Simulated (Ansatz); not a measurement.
## K on Pt(100): change of the work function: the clean slab

Ansatz 0.2.0; plane-wave DFT, PBE, Ansatz PAW.

input.yaml

```yaml
crystal:
  lattice:
    - [2.7718585823, 0.0, 0.0]
    - [0.0, 2.7718585823, 0.0]
    - [0.0, 0.0, 23.88]
  atoms:
    - { symbol: Pt, position: [0.5, 0.5, 0.3768844221] }
    - { symbol: Pt, position: [0.0, 0.0, 0.458961474] }
    - { symbol: Pt, position: [0.5, 0.5, 0.541038526] }
    - { symbol: Pt, position: [0.0, 0.0, 0.6231155779] }
kpoints:
  mp_grid: { grid: [12, 12, 1] }
hamiltonian:
  xc: pbe
scf:
  occupations: { method: fermi_dirac, width: 0.1 }
  convergence: { dr2_threshold: 1.0e-08 }
efield:
  axis: 3
  dipole_correction: true
  ramp_position: 0.97
  ramp_width: 0.06
relax:
  f_tol: 0.02
  max_steps: 60
  constraints: [{ sites: [0, 1] }]
output:
  write_potential: true
  write_density: true
  volumetric_format: npy
```

On the command line:

```
$ ansatz run input.yaml --threads 4 --pin off --max-ram 16384MiB --backend cpu --events-out ev --progress --plain --runs-dir out
```

**Question.** What does this run give for the work function upper face and electron's electrostatic potential energy less the Fermi level against z?

In the vacuum the potential turns flat, and its height over the Fermi level, 5.66 eV, is the work function of the face beside that plateau.

Forces are held to the 8 operations that the run works with; a distortion that breaks them can't arise in this run.

The steps of the relaxation:

```
step  energy less that of the first step (eV)  largest force component (eV/Å)
   1                                   0.0000                          0.2113
   2                                   0.0000                          0.1645
   3                                  -0.0077                          0.0265
   4                                  -0.0078                          0.0008
```

The atoms that moved most (Å):

```csv
atom,dx,dy,dz,length
Pt4,0.000,0.000,0.058,0.058
Pt3,0.000,0.000,0.045,0.045
```

The relaxed structure:

```xyz
4
Lattice="2.7719 0.0000 0.0000 0.0000 2.7719 0.0000 0.0000 0.0000 23.8800" Properties=species:S:1:pos:R:3
Pt    1.3859    1.3859    9.0000
Pt    0.0000    0.0000   10.9600
Pt    1.3859    1.3859   12.9651
Pt    0.0000    0.0000   14.9385
```

This step gave:

```yaml
work_function_upper_face: 5.655 eV
dipole_along_the_normal: -1.32e-4 e·Å
```

Running mean over 1.96 Å of the planar mean; the ramp of the sawtooth is left out. Electron's electrostatic potential energy less the Fermi level against z:

z (Å), electron's electrostatic potential energy less the Fermi level (eV) and a bar from the least value:
```
      3.0        5.7 ##############################
      3.5        5.7 ##############################
      4.0        5.7 ##############################
      4.5        5.7 ##############################
      5.0        5.6 ##############################
      5.5        5.6 ##############################
      6.0        5.6 ##############################
      6.5        5.5 ##############################
      7.0        5.0 #############################
      7.5        2.6 #########################
      8.0       -3.0 ###############
      8.5       -8.8 ######
      9.0      -11.3 #
      9.5      -11.8 #
     10.0      -12.0 
     10.5      -12.1 
     11.0      -12.1 
     11.5      -11.9 
     12.0      -11.7 #
     12.5      -11.9 
     13.0      -12.1 
     13.5      -12.0 
     14.0      -11.8 #
     14.5      -11.7 #
     15.0      -11.1 ##
     15.5       -8.2 #######
     16.0       -2.2 #################
     16.5        3.1 ##########################
     17.0        5.1 #############################
     17.5        5.5 ##############################
     18.0        5.6 ##############################
     18.5        5.6 ##############################
     19.0        5.7 ##############################
     19.5        5.7 ##############################
     20.0        5.7 ##############################
     20.5        5.7 ##############################
```

[Logs are printed without paths, hosts, clocks, repeated set-up lines and the standing remarks that a program may print on its own settings, such as how far it seeks lower states.]

[Hosts, paths, dates, database ids (printed as entryN), source tags and the programs' standing remarks are cut or masked in the printed files.]

[Maps of the electrostatic potential energy from Ansatz leave out the sawtooth potential of an applied field or a dipole correction, so their vacuum need not be flat; planar profiles and work functions include it.]
